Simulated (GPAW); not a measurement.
# CO in line between two Sn chains: relaxation, then transmission at several levels

Aim: the conductance of CO in line between two Sn chains after relaxation, and whether geometry, basis or functional moves it most.

Program: GPAW 26.7.0. Level of theory: GPAW LCAO, PAW setups; relaxation of the junction within the symmetry of its start, lead ends held, in the first sound run; inputs show where later runs differ. Results are calculated unless marked as measured.

## 1. Set-up

The cell holds 14 atoms: 12 Sn, 1 C and 1 O. Cell: a = 9.000 Å, b = 9.000 Å, c = 35.224 Å, α = 90.0°, β = 90.0°, γ = 90.0°. Regions: left lead, 6 atoms (6 Sn); channel, 2 atoms (1 C and 1 O); right lead, 6 atoms (6 Sn). Vacuum lies along a and b. The structure is stacked along c, and the current runs across the ab planes.

## 2. Relaxation

Transmission follows bond lengths closely, so the atoms between the held lead ends are relaxed first, within whatever symmetry the start has.

run.py reads:

```python
import json
from ase import Atoms
from ase.constraints import FixAtoms
from ase.optimize import BFGS
from gpaw import GPAW, FermiDirac

device = Atoms(
    ['Sn', 'Sn', 'Sn', 'Sn', 'Sn', 'Sn', 'C', 'O', 'Sn', 'Sn', 'Sn', 'Sn', 'Sn', 'Sn'],
    positions=[
        [4.50000, 4.50000, 1.37500],
        [4.50000, 4.50000, 4.12500],
        [4.50000, 4.50000, 6.87500],
        [4.50000, 4.50000, 9.62500],
        [4.50000, 4.50000, 12.37500],
        [4.50000, 4.50000, 15.12500],
        [4.50000, 4.50000, 17.08690],
        [4.50000, 4.50000, 18.24690],
        [4.50000, 4.50000, 20.09870],
        [4.50000, 4.50000, 22.84870],
        [4.50000, 4.50000, 25.59870],
        [4.50000, 4.50000, 28.34870],
        [4.50000, 4.50000, 31.09870],
        [4.50000, 4.50000, 33.84870]],
    cell=[[9.0, 0.0, 0.0], [0.0, 9.0, 0.0], [0.0, 0.0, 35.2237]],
    pbc=True)

device.set_constraint(FixAtoms([0, 1, 2, 3, 4, 9, 10, 11, 12, 13]))
device.calc = GPAW(mode='lcao', basis='dzp', xc='PBE', h=0.18,
                   kpts={'size': (1, 1, 2), 'gamma': True},
                   symmetry={'tolerance': 1e-3, 'extra_ids': [1, 1, 1, 1, 1, 0, 0, 0, 0, 1, 1, 1, 1, 1]},
                   occupations=FermiDirac(0.1), maxiter=250,
                   mixer=dict(beta=0.1, nmaxold=8, weight=100.0),
                   convergence=dict(density=0.0001), txt='relax.txt')
path = []
opt = BFGS(device, maxstep=0.15)
opt.attach(lambda: path.append((device.get_potential_energy(), device.positions.tolist(), device.get_forces().tolist())))
relaxed = bool(opt.run(fmax=0.05, steps=50))
json.dump(dict(relaxed=relaxed, path=path, positions=device.positions.tolist(), moments=device.get_magnetic_moments().tolist(),
               forces=device.get_forces(apply_constraint=False).tolist()), open('result.json', 'w'))
```

Command:

```
OMP_NUM_THREADS=1 OPENBLAS_NUM_THREADS=1 python run.py
```

The log of the run:

```text
Step          Energy          fmax
BFGS:    0      -38.361442        7.793457
BFGS:    1      -38.755237        5.578001
BFGS:    2      -39.160423        1.854965
BFGS:    3      -39.270744        0.857392
BFGS:    4      -39.303378        0.575796
BFGS:    5      -39.314349        0.444805
BFGS:    6      -39.329892        0.624805
BFGS:    7      -39.343339        0.536021
BFGS:    8      -39.366144        0.175900
BFGS:    9      -39.367729        0.063393
BFGS:   10      -39.368224        0.045136
```

The job ended after 8.3 min (1 thread of Arm Neoverse V1, shared host; peak memory 1.5 GiB).

The steps of the relaxation:

```csv
step,energy less that of the first step (eV),largest force (eV/Å)
1,0.0000,7.7935
2,-0.3986,5.5780
3,-0.8003,1.8550
4,-0.9080,0.8574
5,-0.9404,0.5758
6,-0.9516,0.4448
7,-0.9679,0.6248
8,-0.9820,0.5360
9,-1.0059,0.1759
10,-1.0081,0.0634
11,-1.0084,0.0451
```

The atoms that moved most (Å):

```csv
atom,dx,dy,dz,length
C7,0.000,0.000,-0.232,0.232
Sn6,0.000,0.000,-0.210,0.210
O8,0.000,0.000,-0.183,0.183
Sn9,0.000,0.000,0.171,0.171
```

The relaxed structure:

```cif
data_structure
_symmetry_space_group_name_H-M 'P 1'
_symmetry_Int_Tables_number 1
_cell_length_a 9.0000
_cell_length_b 9.0000
_cell_length_c 35.2237
_cell_angle_alpha 90.000
_cell_angle_beta 90.000
_cell_angle_gamma 90.000
_cell_volume 2853.12
loop_
_atom_site_label
_atom_site_type_symbol
_atom_site_fract_x
_atom_site_fract_y
_atom_site_fract_z
_atom_site_occupancy
Sn1 Sn 0.50000 0.50000 0.03904 1
Sn2 Sn 0.50000 0.50000 0.11711 1
Sn3 Sn 0.50000 0.50000 0.19518 1
Sn4 Sn 0.50000 0.50000 0.27325 1
Sn5 Sn 0.50000 0.50000 0.35133 1
Sn6 Sn 0.50000 0.50000 0.42342 1
C7 C 0.50000 0.50000 0.47850 1
O8 O 0.50000 0.50000 0.51284 1
Sn9 Sn 0.50000 0.50000 0.57545 1
Sn10 Sn 0.50000 0.50000 0.64867 1
Sn11 Sn 0.50000 0.50000 0.72675 1
Sn12 Sn 0.50000 0.50000 0.80482 1
Sn13 Sn 0.50000 0.50000 0.88289 1
Sn14 Sn 0.50000 0.50000 0.96096 1
```

The relaxation lowered the energy of the cell by 1.01 eV (energies extrapolated to zero smearing; the optimiser's log prints free energies). The largest force left on a free atom is 0.045 eV/Å.

## 3. GPAW, dzp

Localised orbitals split the wire into layers that couple to their neighbours alone, which is what the Green's function method needs; double zeta with polarisation is the usual level for numbers.

This step: GPAW LCAO, PAW setups; Landauer transmission from Green's functions with principal layers (ASE), zero bias (GPAW 26.7.0).

run.py reads:

```python
import json
import numpy as np
from ase import Atoms
from ase.transport.calculators import TransportCalculator
from gpaw import GPAW, FermiDirac
from gpaw.lcao.tools import get_lcao_hamiltonian
from scipy.linalg import eigh

# The junction with lead layers at both ends, along the third cell vector
device = Atoms(
    ['Sn', 'Sn', 'Sn', 'Sn', 'Sn', 'Sn', 'C', 'O', 'Sn', 'Sn', 'Sn', 'Sn', 'Sn', 'Sn'],
    positions=[
        [4.50000, 4.50000, 1.37500],
        [4.50000, 4.50000, 4.12500],
        [4.50000, 4.50000, 6.87500],
        [4.50000, 4.50000, 9.62500],
        [4.50000, 4.50000, 12.37500],
        [4.50000, 4.50000, 14.91450],
        [4.50000, 4.50000, 16.85468],
        [4.50000, 4.50000, 18.06426],
        [4.50000, 4.50000, 20.26940],
        [4.50000, 4.50000, 22.84870],
        [4.50000, 4.50000, 25.59870],
        [4.50000, 4.50000, 28.34870],
        [4.50000, 4.50000, 31.09870],
        [4.50000, 4.50000, 33.84870]],
    cell=[[9.0, 0.0, 0.0], [0.0, 9.0, 0.0], [0.0, 0.0, 35.2237]],
    pbc=True)

# One principal layer of the lead: the first 3 atoms of the device
lead = Atoms(
    ['Sn', 'Sn', 'Sn'],
    positions=[
        [4.50000, 4.50000, 1.37500],
        [4.50000, 4.50000, 4.12500],
        [4.50000, 4.50000, 6.87500]],
    cell=[[9.0, 0.0, 0.0], [0.0, 9.0, 0.0], [0.0, 0.0, 8.25]],
    pbc=True)

settings = dict(mode='lcao', basis='dzp', xc='PBE', h=0.18,
                occupations=FermiDirac(0.1), maxiter=250,
                mixer=dict(beta=0.1, nmaxold=8, weight=100.0),
                convergence=dict(density=0.0001))
energies = np.arange(-2, 2 + 1e-9, 0.025)
eta = 0.0001
n1, n2 = 1, 1
# k and -k transmit alike, so half of the mesh across the current serves
mesh = [(i, j) for i in range(n1) for j in range(n2) if (i, j) <= (-i % n1, -j % n2)]
weights = np.array([1 if (i, j) == (-i % n1, -j % n2) else 2 for i, j in mesh]) / (n1 * n2)

# [... helper functions left out ...]
fermi_lead = ground_state(lead, (1, 1, 14), 'lead.txt')
fermi_device = ground_state(device, (1, 1, 2), 'device.txt')
# [... loop over the mesh left out, but for ...]
        # Shift the lead onto the potential of the device's first layer
        shift = ((H[:, 0, 0] - H0[:, 0, 0]) / S0[0, 0]).real.mean()
# [...]
kT = 8.617333e-5 * 300
bias = [0.1, 0.2, 0.5, 1.0, 1.5, 2.0]
# [... integrals and printing left out ...]
```

The log of the run:

```text
basis functions: device 302, principal layer 69
Fermi level: lead -2.9469 eV, device -2.9513 eV; lead shifted by -0.0005 eV
largest coupling past the next layer 3.84e-07 eV, largest misfit of the first layer 0.050 eV
  E-E_F (eV)   T (one spin)  [channel counts left out]
    -2.000    4.9806e-02
    -1.975    5.0612e-02
    -1.950    5.1399e-02
    -1.925    5.2168e-02
    -1.900    5.2921e-02
    -1.875    5.3659e-02
    -1.850    5.4383e-02
    -1.825    5.5093e-02
    -1.800    5.5792e-02
    -1.775    5.6480e-02
    -1.750    5.7157e-02
    -1.725    5.7824e-02
    -1.700    5.8482e-02
    -1.675    5.9132e-02
    -1.650    5.9774e-02
    -1.625    6.0409e-02
[...]
1.825    7.2813e-01
     1.850    7.2764e-01
     1.875    7.2714e-01
     1.900    7.2662e-01
     1.925    7.2603e-01
     1.950    7.2536e-01
     1.975    7.2459e-01
     2.000    7.2371e-01
conductance at 300 K: 1.315 G0 a cell; thermopower 1.494 uV/K
current from the zero-bias T(E) at 0.1 V: 10.173 uA
current from the zero-bias T(E) at 0.2 V: 20.25 uA
current from the zero-bias T(E) at 0.5 V: 49.125 uA
current from the zero-bias T(E) at 1.0 V: 91.688 uA
current from the zero-bias T(E) at 1.5 V: 130.4 uA
current from the zero-bias T(E) at 2.0 V: 153.04 uA
```

Elapsed: 1.8 min, on 1 thread; peak memory 1.7 GiB.

Numbers from this step:

```yaml
conductance: 1.315 G₀
largest_coupling_past_the_next_principal_layer: 3.84e-7 eV
largest_misfit_of_the_first_principal_layer: 0.05042 eV
shift_that_aligns_the_lead: -5.49e-4 eV
basis_functions_of_the_junction: 302
basis_functions_of_a_principal_layer: 69
transmission_at_the_fermi_level_one_spin: 1.321
```

One spin. Transmission, zone mean against energy, zero at the Fermi level:

energy (eV), transmission, zone mean and a bar:
```
   -2.000       0.05 
   -1.800       0.06 
   -1.600       0.06 
   -1.400       0.07 
   -1.200       0.07 
   -1.000       0.07 #
   -0.800       0.50 ###########
   -0.600       1.08 ########################
   -0.400       1.07 ########################
   -0.200       1.26 ############################
   -0.050       1.33 ##############################
    0.000       1.32 ##############################
    0.200       1.20 ###########################
    0.400       1.07 ########################
    0.600       1.00 ######################
    0.800       0.96 #####################
    1.000       0.89 ####################
    1.200       0.82 ##################
    1.400       0.77 #################
    1.600       0.74 ################
    1.800       0.73 ################
    2.000       0.72 ################
```

Not self-consistent under bias; the bias window is split evenly. Table of current through one cell, from the zero-bias transmission by bias:

```csv
bias (V),"current through one cell, from the zero-bias transmission (μA)"
0.100,10.2
0.200,20.3
0.500,49.1
1.000,91.7
1.500,130
2.000,153
```

Transmission of the three most open eigenchannels against energy, zero at the Fermi level:

```csv
energy (eV),channel 1,channel 2,channel 3
-2.000,0.0498,0,0
-1.900,0.0529,0,0
-1.800,0.0558,0,0
-1.700,0.0585,0,0
-1.600,0.0610,0,0
-1.500,0.0635,0,0
-1.400,0.0659,0,0
-1.300,0.0682,0,0
-1.200,0.0705,0,0
-1.100,0.0727,0,0
-1.000,0.0750,0,0
-0.900,0.0772,3.5e-9,3.5e-9
-0.800,0.212,0.212,0.0793
-0.700,0.441,0.441,0.0814
-0.600,0.496,0.496,0.0834
-0.500,0.484,0.484,0.0853
-0.400,0.493,0.493,0.0872
-0.300,0.535,0.535,0.0888
-0.200,0.585,0.585,0.0903
-0.100,0.615,0.615,0.0916
0.000,0.614,0.614,0.0928
0.100,0.588,0.588,0.0937
0.200,0.550,0.550,0.0944
0.300,0.515,0.515,0.0949
0.400,0.487,0.487,0.0953
0.500,0.467,0.467,0.0955
0.600,0.454,0.454,0.0956
0.700,0.443,0.443,0.0956
0.800,0.431,0.431,0.0955
0.900,0.417,0.417,0.0954
1.000,0.400,0.400,0.0953
1.100,0.382,0.382,0.0952
1.200,0.364,0.364,0.0951
1.300,0.348,0.348,0.0951
1.400,0.336,0.336,0.0952
1.500,0.327,0.327,0.0955
1.600,0.321,0.321,0.0957
1.700,0.318,0.318,0.0960
1.800,0.316,0.316,0.0964
1.900,0.315,0.315,0.0968
2.000,0.313,0.313,0.0973
```

Couplings past the next layer reach 3.8e-7 eV, small enough to drop; the matrix elements of the cell's first layer differ from the bulk lead's by up to 0.050 eV. That layer keeps its own values in the calculation, and only beyond it is the lead taken as perfect. The Fermi levels of lead and junction count from different zeros of potential, one for each periodic cell; with both set to zero, the small remaining shift is what aligns them. By hand: G = 1.315 × 77.48 μS = 102 μS, a resistance of 9.81 kΩ; at 0.1 V a linear junction would pass 10.2 μA, and the integral over the bias window gives 10.2 μA.

## 4. GPAW, szp: basis = "szp(dzp)"

One radial function a shell plus polarisation makes the matrices smaller; the question is what that costs.

run.py: that of step 3 with these lines changed.

```diff
@@ -39,3 +39,3 @@
 
-settings = dict(mode='lcao', basis='dzp', xc='PBE', h=0.18,
+settings = dict(mode='lcao', basis='szp(dzp)', xc='PBE', h=0.18,
                 occupations=FermiDirac(0.1), maxiter=250,
```

The log of the run:

```text
basis functions: device 186, principal layer 42
Fermi level: lead -3.2112 eV, device -3.2517 eV; lead shifted by -0.0082 eV
largest coupling past the next layer 3.63e-07 eV, largest misfit of the first layer 0.059 eV
  E-E_F (eV)   T (one spin)  [channel counts left out]
    -2.000    4.6893e-02
    -1.975    4.7885e-02
    -1.950    4.8856e-02
    -1.925    4.9808e-02
    -1.900    5.0742e-02
    -1.875    5.1660e-02
    -1.850    5.2562e-02
    -1.825    5.3450e-02
    -1.800    5.4325e-02
    -1.775    5.5187e-02
    -1.750    5.6038e-02
    -1.725    5.6878e-02
    -1.700    5.7708e-02
    -1.675    5.8528e-02
    -1.650    5.9340e-02
    -1.625    6.0144e-02
[...]
1.825    7.3019e-01
     1.850    7.2982e-01
     1.875    7.2950e-01
     1.900    7.2920e-01
     1.925    7.2889e-01
     1.950    7.2854e-01
     1.975    7.2815e-01
     2.000    7.2769e-01
conductance at 300 K: 1.3791 G0 a cell; thermopower 1.013 uV/K
current from the zero-bias T(E) at 0.1 V: 10.668 uA
current from the zero-bias T(E) at 0.2 V: 21.239 uA
current from the zero-bias T(E) at 0.5 V: 51.558 uA
current from the zero-bias T(E) at 1.0 V: 96.357 uA
current from the zero-bias T(E) at 1.5 V: 136.06 uA
current from the zero-bias T(E) at 2.0 V: 158.37 uA
```

Elapsed: 78 s, on 1 thread; peak memory 1.6 GiB.

Numbers from this step:

```yaml
conductance: 1.379 G₀
largest_coupling_past_the_next_principal_layer: 3.63e-7 eV
largest_misfit_of_the_first_principal_layer: 0.05891 eV
shift_that_aligns_the_lead: -0.008203 eV
basis_functions_of_the_junction: 186
basis_functions_of_a_principal_layer: 42
transmission_at_the_fermi_level_one_spin: 1.385
```

One spin. Transmission, zone mean against energy, zero at the Fermi level:

```csv
energy (eV),"transmission, zone mean"
-2.000,0.0469
-1.900,0.0507
-1.800,0.0543
-1.700,0.0577
-1.600,0.0609
-1.500,0.0641
-1.400,0.0671
-1.300,0.0700
-1.200,0.0729
-1.100,0.0758
-1.000,0.0785
-0.900,0.0813
-0.800,0.0839
-0.700,0.941
-0.600,1.10
-0.500,1.10
-0.400,1.12
-0.300,1.21
-0.200,1.31
-0.100,1.38
-0.050,1.39
0.000,1.39
0.100,1.34
0.200,1.27
0.300,1.20
0.400,1.14
0.500,1.09
0.600,1.06
0.700,1.03
0.800,0.997
0.900,0.960
1.000,0.918
1.100,0.874
1.200,0.834
1.300,0.799
1.400,0.772
1.500,0.753
1.600,0.740
1.700,0.734
1.800,0.731
1.900,0.729
2.000,0.728
```

Not self-consistent under bias; the bias window is split evenly. The current through one cell, from the zero-bias transmission by bias:

```csv
bias (V),"current through one cell, from the zero-bias transmission (μA)"
0.100,10.7
0.200,21.2
0.500,51.6
1.000,96.4
1.500,136
2.000,158
```

Transmission of the three most open eigenchannels against energy, zero at the Fermi level:

```csv
energy (eV),channel 1,channel 2,channel 3
-2.000,0.0469,0,0
-1.900,0.0507,0,0
-1.800,0.0543,0,0
-1.700,0.0577,0,0
-1.600,0.0609,0,0
-1.500,0.0641,0,0
-1.400,0.0671,0,0
-1.300,0.0700,0,0
-1.200,0.0729,0,0
-1.100,0.0758,0,0
-1.000,0.0785,0,0
-0.900,0.0813,2.7e-9,2.7e-9
-0.800,0.0839,1.5e-6,1.5e-6
-0.700,0.427,0.427,0.0865
-0.600,0.506,0.506,0.0890
-0.500,0.502,0.502,0.0915
-0.400,0.514,0.514,0.0938
-0.300,0.555,0.555,0.0960
-0.200,0.606,0.606,0.0980
-0.100,0.639,0.639,0.0999
0.000,0.642,0.642,0.102
0.100,0.619,0.619,0.103
0.200,0.582,0.582,0.105
0.300,0.546,0.546,0.106
0.400,0.515,0.515,0.107
0.500,0.493,0.493,0.108
0.600,0.476,0.476,0.109
0.700,0.460,0.460,0.109
0.800,0.444,0.444,0.110
0.900,0.425,0.425,0.110
1.000,0.403,0.403,0.111
1.100,0.382,0.382,0.111
1.200,0.361,0.361,0.111
1.300,0.344,0.344,0.112
1.400,0.330,0.330,0.112
1.500,0.320,0.320,0.113
1.600,0.313,0.313,0.113
1.700,0.310,0.310,0.114
1.800,0.308,0.308,0.115
1.900,0.307,0.307,0.115
2.000,0.306,0.306,0.116
```

The conductance, 1.38 G₀, lies 4.9 % above that of the dzp run.

## 5. Minimal basis

One function for each valence shell of the setup, as for a first survey of a large system.

run.py: that of step 4 with these lines changed.

```diff
@@ -39,3 +39,3 @@
 
-settings = dict(mode='lcao', basis='szp(dzp)', xc='PBE', h=0.18,
+settings = dict(mode='lcao', basis='sz(dzp)', xc='PBE', h=0.18,
                 occupations=FermiDirac(0.1), maxiter=250,
```

The log of the run:

```text
basis functions: device 116, principal layer 27
Fermi level: lead -3.0928 eV, device -3.1381 eV; lead shifted by 0.0085 eV
largest coupling past the next layer 4.07e-07 eV, largest misfit of the first layer 0.072 eV
  E-E_F (eV)   T (one spin)  [channel counts left out]
    -2.000    5.5166e-02
    -1.975    5.6017e-02
    -1.950    5.6854e-02
[...]
1.975    7.3691e-01
     2.000    7.3730e-01
conductance at 300 K: 1.4494 G0 a cell; thermopower 1.093 uV/K
current from the zero-bias T(E) at 0.1 V: 11.215 uA
current from the zero-bias T(E) at 0.2 V: 22.343 uA
current from the zero-bias T(E) at 0.5 V: 54.444 uA
current from the zero-bias T(E) at 1.0 V: 102.07 uA
current from the zero-bias T(E) at 1.5 V: 145.81 uA
current from the zero-bias T(E) at 2.0 V: 173.63 uA
```

It took 59 s on 1 thread; peak memory 1.5 GiB.

Numbers from this step:

* conductance: 1.449 G₀
* largest coupling past the next principal layer: 4.07e-7 eV
* largest misfit of the first principal layer: 0.07172 eV
* shift that aligns the lead: 0.008519 eV
* basis functions of the junction: 116
* basis functions of a principal layer: 27
* transmission at the Fermi level (one spin): 1.455

The conductance, 1.45 G₀, lies 10 % above that of the dzp run.

## 6. revPBE in the dzp basis: xc = "revPBE"

Back in the dzp basis, the functional changes from PBE to revPBE, to set the spread between functionals beside that between bases.

run.py: that of step 5 with these lines changed.

```diff
@@ -39,3 +39,3 @@
 
-settings = dict(mode='lcao', basis='sz(dzp)', xc='PBE', h=0.18,
+settings = dict(mode='lcao', basis='dzp', xc='revPBE', h=0.18,
                 occupations=FermiDirac(0.1), maxiter=250,
```

The log of the run:

```text
basis functions: device 302, principal layer 69
Fermi level: lead -2.8676 eV, device -2.8718 eV; lead shifted by 0.0022 eV
largest coupling past the next layer 3.82e-07 eV, largest misfit of the first layer 0.052 eV
  E-E_F (eV)   T (one spin)  channels
    -2.000    5.1079e-02    1.0000
    -1.975    5.1885e-02    1.0000
    -1.950    5.2672e-02    1.0000
[...]
1.975    7.1824e-01    3.0000
     2.000    7.1741e-01    3.0000
conductance at 300 K: 1.299 G0 a cell; thermopower 1.61 uV/K
current from the zero-bias T(E) at 0.1 V: 10.049 uA
current from the zero-bias T(E) at 0.2 V: 20.003 uA
current from the zero-bias T(E) at 0.5 V: 48.516 uA
current from the zero-bias T(E) at 1.0 V: 90.491 uA
current from the zero-bias T(E) at 1.5 V: 128.72 uA
current from the zero-bias T(E) at 2.0 V: 151.22 uA
```

Wall time 1.8 min (1 thread); peak memory 1.7 GiB.

Numbers from this step:

```yaml
conductance: 1.299 G₀
thermopower: 1.610 μV/K
largest_coupling_past_the_next_principal_layer: 3.82e-7 eV
largest_misfit_of_the_first_principal_layer: 0.05234 eV
shift_that_aligns_the_lead: 0.002178 eV
basis_functions_of_the_junction: 302
basis_functions_of_a_principal_layer: 69
transmission_at_the_fermi_level_one_spin: 1.305
open_channels_of_the_lead_at_the_fermi_level_one_spin: 3
```

The conductance, 1.30 G₀, lies 1.2 % below that of the dzp run.

[end of part 1 of 2]

[Logs are printed without paths, hosts, clocks, repeated set-up lines and the standing remarks that a program may print on its own settings, such as how far it seeks lower states.]

[Hosts, paths, dates, database ids (printed as entryN), source tags and the programs' standing remarks are cut or masked in the printed files.]
